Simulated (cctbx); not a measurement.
# What resolution and counting buy: LaSi2Ru2C

Space group P4/mmm (no. 123), a = 4.1580 Å, b = 4.1580 Å, c = 5.2980 Å, α = 90.00°, β = 90.00°, γ = 90.00°.

| atom | mult. | x | y | z | Ueq (Å²) |
| --- | --- | --- | --- | --- | --- |
| La1 | 1 | 0 | 0 | 1/2 | 0.0092 |
| Ru1 | 2 | 0 | 1/2 | 0 | 0.0050 |
| Si1 | 2 | 1/2 | 1/2 | 0.2910 | 0.0081 |
| C1 | 1 | 0 | 0 | 0 | 0.0096 |

The model is made up (kin elements in a known structure type, no relaxation), so it says nothing on whether the phase exists.

Five simulated data sets (cctbx; Ag Kα, λ = 0.56087 Å; 3 % proportional error) differ in resolution or exposure (noise floor 8 counts in the first three, 8 in the last two). Each is refined with the right model, isotropic at 1.1 Å and anisotropic otherwise. How do the figures of merit and the uncertainties move?

| d min (Å) | top counts | ⟨I/σ⟩ (unmerged, absences included) | unique | param. (scale apart) | Rint | R1 | GooF | largest s.u. xyz (fractional) | s.u. U of C1 (Å²) | largest error (Å) |
| --- | --- | --- | --- | --- | --- | --- | --- | --- | --- | --- |
| 1.1 | 5000 | 16.0 | 34 | 5 | 0.027 | 0.0108 | 0.86 | 0.00064 | 0.0045 | 0.0030 |
| 0.84 | 5000 | 13.7 | 67 | 10 | 0.039 | 0.0093 | 0.72 | 0.00037 | 0.0031 | 0.0022 |
| 0.6 | 5000 | 10.4 | 162 | 10 | 0.045 | 0.0157 | 0.93 | 0.00029 | 0.0016 | 0.0010 |
| 0.75 | 300 | 2.6 | 90 | 10 | 0.212 | 0.0609 | 0.97 | 0.00221 | 0.0154 | 0.0040 |
| 0.75 | 3000 | 10.5 | 90 | 10 | 0.046 | 0.0199 | 0.95 | 0.00047 | 0.0036 | 0.0008 |

The number of reflections grows roughly as 1/d³: 34, 67 and 162 here. R1 follows the noise rather than the truth: at 300 counts it is 0.0609, at 3000 counts 0.0199, while GooF is 0.97 and 0.95: the weights 1/σ² carry the noise. The s.u. of U (U11 where anisotropic) for C1 goes 0.0045, 0.0031, 0.0016 Å² with resolution and 0.0154, 0.0036 Å² with exposure.

Hardware for the 0.6 Å refinement: 0.42 s on 1 thread of Arm Neoverse V1, with other jobs on the host, peak memory 0.09 GiB.
